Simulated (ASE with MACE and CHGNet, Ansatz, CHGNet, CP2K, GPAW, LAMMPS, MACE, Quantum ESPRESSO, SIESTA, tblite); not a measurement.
## Running amorphous 67HfO2-33GeO2 (mol %) (72 atoms) with machine-learned potentials

Aim: run amorphous 67HfO2-33GeO2 (mol %) (72 atoms) in machine-learned potentials and see how near its forces come to a plane-wave reference, and at what cost.

Calculated with ASE with MACE and CHGNet; the method is named at each step.

## 1. Set-up

The cell holds 72 atoms: 16 Hf, 8 Ge and 48 O. Its edges and angles: a = 9.973 Å, b = 9.973 Å, c = 9.973 Å, α = 90.0°, β = 90.0°, γ = 90.0°. 72 atoms (16 Zr, 8 Ge, 48 O) placed at random at 4.59 g/cm³, melted at 5000 K for 10 ps at fixed volume with the Morse and Coulomb pair potential with partial charges (Pedone, Malavasi, Menziani, Cormack and Segre, J. Phys. Chem. B 110, 11780 (2006)). Quenched from 5000 K to 300 K at 20 K/ps and fixed volume, held 10 ps at zero pressure, then minimised at fixed cell. Then Zr was replaced by Hf and the cell scaled by 1.008 (the potential has no terms for the new elements, so the cell is a start for a DFT relaxation).

The yardstick, on the same geometry:

| Property | Result |
| --- | --- |
| method | Kohn-Sham DFT, PBE, PAW, plane waves (Ansatz 0.2.0); cutoff 420 eV, Γ point, fermi-dirac smearing of 0.05 eV; PAW set soft_2 |
| r.m.s. force component | 0.7386 eV/Å |
| longest force | 3.019 eV/Å |
| pressure | -4.67 GPa |
| gap (highest filled to lowest empty level) | 2.065 eV |
| SCF cycles | 11 |
| time | 24 s on 4 threads of Arm Neoverse V1, shared host |
| CPU time | 92 s |

## 2. MACE MP-0b2 small potential

Method: machine-learned interatomic potential MACE MP-0b2 small, trained on PBE(+U) plane-wave data.

Contents of run.py:

```python
import numpy as np
from ase.io import read
import mlip  # loads the published weights by name

atoms = read("structure.xyz")
atoms.calc = mlip.calc("mace-mp-0b2-small")
energy = atoms.get_potential_energy()
forces = atoms.get_forces()
print(f"energy {energy:.6f} eV")
print("forces (eV/A)")
for i, (a, f) in enumerate(zip(atoms, forces)):
    print(f"{i:4d} {a.symbol:2s} {f[0]:10.5f} {f[1]:10.5f} {f[2]:10.5f}")
stress = -atoms.get_stress(voigt=False) * 160.21766
print("stress (GPa, compression positive)")
for row in stress:
    print(" ".join(f"{x:10.4f}" for x in row))
```

Contents of structure.xyz:

```xyz
72
Lattice="9.97254 0.00000 0.00000 0.00000 9.97254 0.00000 0.00000 0.00000 9.97254" Properties=species:S:1:pos:R:3 pbc="T T T"
Hf 9.25053 9.94182 7.04939
Hf 2.34953 7.99838 8.47985
Hf 2.05863 7.58990 5.37560
Hf 1.79546 2.06541 6.73127
Hf 7.62201 9.47511 0.55318
Hf 5.32095 0.37128 7.07921
Hf 9.59009 0.04657 3.71946
Hf 1.59940 5.16219 0.26916
Hf 7.12219 7.60207 4.98358
Hf 5.51013 6.37604 7.10065
Hf 8.46569 6.45084 1.56330
Hf 4.63025 3.67698 9.04948
Hf 8.33076 3.44581 0.03052
Hf 9.40730 5.42097 7.43263
Hf 1.56748 8.40167 1.79665
Hf 0.83929 1.29464 0.24313
Ge 4.28241 2.48895 4.50649
Ge 4.31851 0.49743 0.13353
Ge 1.38319 4.54299 5.01669
Ge 7.00292 3.01450 6.58557
Ge 8.59035 3.48790 3.55691
Ge 4.85234 6.75231 0.64403
Ge 4.57550 9.38735 3.18513
Ge 4.43818 5.58851 3.77740
O 6.61459 7.46235 0.75093
O 8.81373 5.54573 9.60844
O 2.90610 1.41839 0.20793
O 3.61066 8.39847 4.25030
O 8.28788 9.00939 8.64569
O 5.45867 6.22596 5.01379
O 4.17610 9.13794 8.89331
O 5.91761 8.43697 6.57519
O 0.52815 1.25873 8.15684
O 0.64373 6.49103 1.55582
O 5.78238 0.25500 0.99646
O 8.51575 1.76843 3.28176
O 7.40581 1.22094 7.00551
O 4.68650 6.39649 2.30555
O 2.74394 5.66819 4.38732
O 3.42287 4.36588 0.62568
O 8.64589 1.34988 0.32530
O 1.16958 6.17450 8.47925
O 3.42966 7.04799 6.93600
O 3.59849 9.14861 1.71627
O 1.23620 9.12647 9.84369
O 5.43962 2.10530 5.77849
O 6.32827 3.68525 0.19706
O 4.28839 1.05888 3.60088
O 3.30251 0.61929 6.60511
O 6.16373 8.87347 3.58972
O 0.28631 3.98313 3.81619
O 8.33555 4.28430 1.99969
O 0.49464 3.39645 0.21850
O 0.95607 0.49583 2.16843
O 0.39402 1.02139 5.47383
O 5.71307 4.21350 7.22959
[... 12 atom lines left out ...]
O 7.75245 3.59470 5.10375
O 8.19055 3.64177 7.85966
O 5.11073 1.58055 8.77643
O 2.68511 3.08102 5.06116
```

The run is started by

```bash
OMP_NUM_THREADS=1 python run.py > output.txt
```

The program printed:

```text
energy -629.844439 eV
forces (eV/A)
   0 Hf   -0.19244    0.06887    0.55459
   1 Hf    0.03833    0.25857    0.05764
   2 Hf    0.52322    0.76644   -0.53698
   3 Hf    1.26268   -0.35126    0.85201
   4 Hf    0.20577    0.17888   -1.15433
   5 Hf   -2.06350    0.41759    0.28985
   6 Hf    0.19911    1.60122    0.53209
   7 Hf    0.58199   -0.10629   -0.63843
   8 Hf    0.85697    0.71829   -2.03913
   9 Hf   -0.43979    0.00049    0.34204
  10 Hf   -0.06848    0.38069    1.26683
  11 Hf   -0.65411   -0.23821    0.43787
  12 Hf   -1.99205    0.18984   -0.32699
  13 Hf    0.05258   -0.44633   -0.09706
  14 Hf    0.28175    0.65825   -0.34953
  15 Hf    0.93179   -0.22358    0.07347
  16 Ge   -0.51644   -0.02623    0.67271
  17 Ge   -0.28628   -1.02645   -0.92083
  18 Ge   -0.18877    0.01498    0.68240
  19 Ge    0.04698   -0.40954    0.07646
  20 Ge    0.40405   -0.89182    0.79222
  21 Ge   -0.03366    0.82088   -0.17021
  22 Ge   -0.04221   -0.75281    0.57279
  23 Ge   -0.75369   -0.48569    0.43238
[...]
64 O    -0.06816    0.48460   -0.56628
  65 O    -0.00532   -0.31532    0.02339
  66 O     0.53417   -0.85064   -1.73431
  67 O     1.18767   -0.11339   -1.31146
  68 O    -0.24829    0.95129    0.11350
  69 O     1.12052    0.76486    0.34577
  70 O     0.43879    0.20166   -0.71670
  71 O    -0.78024   -0.49749    0.19065
stress (GPa, compression positive)
   -8.7942     1.3193     0.7407
    1.3193    -5.4239    -0.6251
    0.7407    -0.6251    -3.6281
```

Elapsed: 8.5 s, on 1 thread of Arm Neoverse V1, shared host; peak memory 0.66 GiB.

Banners, paths, timers and routine set-up lines are dropped from the logs unmarked, and long logs keep their key lines alone; longer cuts are marked.

Compared with the plane-wave run:

| Item | Value |
| --- | --- |
| r.m.s. force component | 0.6511 eV/Å |
| r.m.s. difference of force components | 169.2 meV/Å |
| longest difference of force vectors | 835.6 meV/Å |
| force difference over r.m.s. force | 22.91 % |
| slope of forces against the reference's | 0.8622 |
| correlation of force components | 0.9782 |
| pressure | -5.949 GPa |
| pressure difference | -1.278 GPa |

Length of the force difference by element (eV/Å):

```csv
element,atoms,mean,most
Ge,8,0.24,0.33
Hf,16,0.44,0.84
O,48,0.18,0.4
```

A closer look about O27, which bears the longest force: 14 atoms, nearest first, numbered in the order of the input, with positions taken from that point.

```csv
atom,x,y,z,distance (Å),bonds,Fx,Fy,Fz (eV/Å)
O27,0.00,0.00,0.00,0.00,2,-2.03,1.14,0.47
Ge18,1.41,-0.92,-0.07,1.69,5,-0.29,-1.03,-0.92
Hf16,-2.07,-0.12,0.04,2.07,6,0.93,-0.22,0.07
O71,2.20,0.16,-1.40,2.62,3,0.44,0.20,-0.72
O44,0.69,-2.24,1.51,2.79,3,-0.64,-0.36,-0.48
O45,-1.67,-2.26,-0.34,2.83,3,0.23,-0.24,0.48
O31,1.27,-2.25,-1.29,2.89,3,-0.26,-0.87,-0.91
O54,-1.95,-0.92,1.96,2.92,3,-0.23,-0.55,-0.29
O61,0.04,1.97,-2.27,3.00,2,0.09,-0.50,0.29
O40,0.52,2.95,0.42,3.02,2,-0.89,0.49,-0.78
Hf12,1.72,2.26,-1.13,3.06,6,-0.65,-0.24,0.44
O53,-2.41,1.98,0.01,3.12,3,0.55,-0.13,0.20
O33,-2.38,-0.16,-2.02,3.13,3,-0.08,-0.28,-0.18
O35,2.88,-1.16,0.79,3.20,2,2.04,-0.09,0.80
```

Atoms are counted from 1 here, from 0 in the log.

Forces lie 23 % from the reference's, at 0.083 times its CPU time (on 1 against 4 cores).

## 3. CHGNet 0.3.0 potential

Method: machine-learned interatomic potential CHGNet 0.3.0, trained on PBE(+U) plane-wave data.

run.py: that of step 2 with these lines changed.

```diff
@@ -5,3 +5,3 @@
 atoms = read("structure.xyz")
-atoms.calc = mlip.calc("mace-mp-0b2-small")
+atoms.calc = mlip.calc("chgnet-0.3.0")
 energy = atoms.get_potential_energy()
```

structure.xyz is that of step 2.

The program printed:

```text
CHGNet v0.3.0 initialized with 412,525 parameters
CHGNet will run on cpu
energy -663.667603 eV
forces (eV/A)
   0 Hf   -0.05171    0.04935    0.60453
   1 Hf    0.18918    0.45912    0.06138
   2 Hf    0.60236    0.84370   -0.48735
   3 Hf    1.42660   -0.62399    0.89139
   4 Hf    0.11907    0.11038   -1.21321
   5 Hf   -1.90616    0.21756    0.54926
   6 Hf    0.18329    1.75730    0.67503
   7 Hf    0.85357   -0.24842   -0.40786
   8 Hf    0.68491    0.59398   -2.12234
   9 Hf   -0.50330   -0.00119    0.15904
  10 Hf   -0.26708    0.17381    1.28513
  11 Hf   -0.33816   -0.43651    0.47421
  12 Hf   -2.26461    0.33084   -0.22283
  13 Hf   -0.27673   -0.47280    0.04125
  14 Hf    0.70707    0.75707   -0.51574
  15 Hf    0.89639   -0.25566   -0.19765
  16 Ge   -0.41017   -0.06720    0.59069
  17 Ge   -0.00493   -1.16906   -0.96803
  18 Ge   -0.07816   -0.44250    0.26142
  19 Ge   -0.00899   -0.39608    0.02596
  20 Ge    0.41857   -0.79464    0.83957
  21 Ge   -0.20115    1.19465   -0.05963
  22 Ge   -0.18680   -0.65454    0.43267
  23 Ge   -0.74142   -0.53531    0.49843
[...]
64 O    -0.07237    0.80646   -0.65515
  65 O     0.00809   -0.36041   -0.05751
  66 O     0.59400   -1.07823   -1.53984
  67 O     1.10793   -0.14129   -1.28361
  68 O    -0.26783    0.94139    0.09618
  69 O     1.19008    0.73861    0.42359
  70 O     0.37028    0.40888   -0.75469
  71 O    -0.86569   -0.32857    0.23727
stress (GPa, compression positive)
   -8.8941     1.2335     0.7005
    1.2335    -5.6691    -0.4493
    0.7005    -0.4493    -4.1366
```

Run time: 4.2 s. Hardware: 1 thread; peak memory 1 GiB.

Against the reference:

```
r.m.s. force component                  : 0.686 eV/Å
r.m.s. difference of force components   : 174.4 meV/Å
longest difference of force vectors     : 760.6 meV/Å
force difference over r.m.s. force      : 23.61 %
slope of forces against the reference's : 0.9035
correlation of force components         : 0.9727
pressure                                : -6.233 GPa
pressure difference                     : -1.563 GPa
```

Against the first run (23 %), the force difference from the reference is 24 %, at 0.54 times the CPU time.

## 4. MACE MP-0b3 medium potential

Method: machine-learned interatomic potential MACE MP-0b3 medium, trained on PBE(+U) plane-wave data.

run.py: that of step 3 with these lines changed.

```diff
@@ -5,3 +5,3 @@
 atoms = read("structure.xyz")
-atoms.calc = mlip.calc("chgnet-0.3.0")
+atoms.calc = mlip.calc("mace-mp-0b3-medium")
 energy = atoms.get_potential_energy()
```

structure.xyz is that of step 3.

The program printed:

```text
energy -629.784442 eV
forces (eV/A)
   0 Hf   -0.41133    0.02865    0.67241
   1 Hf    0.20692    0.29648    0.30723
   2 Hf    0.64732    0.89967   -0.63910
   3 Hf    1.49407   -0.38978    1.06161
   4 Hf    0.09233    0.21640   -1.22499
   5 Hf   -2.08317    0.59110    0.51735
   6 Hf    0.07551    1.81147    0.51409
   7 Hf    0.84822   -0.28091   -0.56976
   8 Hf    0.93133    0.74444   -2.25061
   9 Hf   -0.33855   -0.17145    0.31239
  10 Hf   -0.10453    0.12694    1.32024
  11 Hf   -0.58958   -0.39326    0.39274
  12 Hf   -2.20138    0.31090   -0.36546
  13 Hf   -0.22555   -0.50866    0.23032
  14 Hf    0.37154    0.72784   -0.53096
  15 Hf    1.15617   -0.25148    0.09139
  16 Ge   -0.41196    0.07067    0.61652
  17 Ge   -0.18654   -1.15458   -0.71205
  18 Ge    0.03235   -0.25524    0.35417
  19 Ge   -0.03511   -0.25130    0.19224
  20 Ge    0.40310   -0.96481    0.68261
  21 Ge   -0.07282    0.84555   -0.11239
  22 Ge   -0.16200   -0.77877    0.30881
  23 Ge   -0.62538   -0.75456    0.30580
[...]
64 O    -0.10374    0.57302   -0.50457
  65 O    -0.01960   -0.33020   -0.02081
  66 O     0.43936   -0.88465   -1.60379
  67 O     1.09903   -0.02133   -1.26001
  68 O    -0.16323    1.01777    0.12721
  69 O     1.06688    0.82573    0.31027
  70 O     0.34607    0.17459   -0.68084
  71 O    -0.86714   -0.38524    0.15778
stress (GPa, compression positive)
   -8.9775     1.1842     0.7582
    1.1842    -5.7334    -0.4899
    0.7582    -0.4899    -3.7225
```

Elapsed: 8.8 s, on 1 thread; peak memory 0.97 GiB.

Compared with the plane-wave run:

| Property | Result |
| --- | --- |
| r.m.s. force component | 0.6626 eV/Å |
| r.m.s. difference of force components | 138.8 meV/Å |
| longest difference of force vectors | 641.6 meV/Å |
| force difference over r.m.s. force | 18.79 % |
| slope of forces against the reference's | 0.8847 |
| correlation of force components | 0.9862 |
| pressure | -6.144 GPa |
| pressure difference | -1.474 GPa |

Against the first run (23 %), the force difference from the reference is 19 %, at 1.1 times the CPU time.

## 5. All runs compared

Differences are against the plane-wave reference, forces as r.m.s. over components; share is that over the reference's r.m.s. force, slope the least-squares factor from reference forces to these. Total energies of different programs have different zeros and aren't compared.

```
                         run  Δ force, r.m.s. (meV/Å)  share (%)  slope  Δ pressure (GPa)  cores  CPU time  memory (GiB)
                   reference                        -          -      -                 -      4      92 s           1.6
 MACE MP-0b2 small potential                      169       22.9  0.862             -1.28      1     7.7 s          0.66
      CHGNet 0.3.0 potential                      174       23.6  0.903             -1.56      1     4.1 s           1.0
MACE MP-0b3 medium potential                      139       18.8  0.885             -1.47      1     8.6 s          0.97
```

Times of the machine-learned potentials are mostly Python's start and the loading of weights.

CPU time is summed over cores on a shared host, where runs went side by side, so it is rough. Symmetry, cutoffs, thresholds, outputs and thread counts weren't matched or tuned between programs; memory under MPI is the largest rank's times the ranks.

## 6. What came out

- nearest in forces: MACE MP-0b3 medium potential, 19 %
- its CPU time: 8.6 s

**Reading.** Machine-learned potentials differ by 19 % (MACE MP-0b3 medium potential) to 24 % (CHGNet 0.3.0 potential); they were trained on other programs' data. Machine-learned potentials mimic data converged in k, so the reference's own k-point error enters their differences. The quench rate of 20 K/ps is many orders above laboratory rates, so the cell is likely richer in defects and strain than a real sample. The network of bonds at the start is that of the classical potential that made the cell, and needn't be the one that DFT or experiment would give. The reference's stress is far from hydrostatic: its diagonal is -7.9, -4.1, -1.9 GPa, compression counted positive. The reference's pressure of -4.7 GPa belongs to a cell and atoms that aren't relaxed at this level. The electronic-structure runs sample only Γ, in a cell whose shortest periodic width is 10 Å. Spin–orbit coupling is left out, which matters for the levels of the heavy elements.

[Also dropped from logs without a mark: logging warnings of Python, and SIESTA's first energy breakdown and zero terms.]

[Logs are printed without paths, hosts, clocks, repeated set-up lines and the standing remarks that a program may print on its own settings, such as how far it seeks lower states.]

[Hosts, paths, dates, database ids (printed as entryN), source tags and the programs' standing remarks are cut or masked in the printed files.]
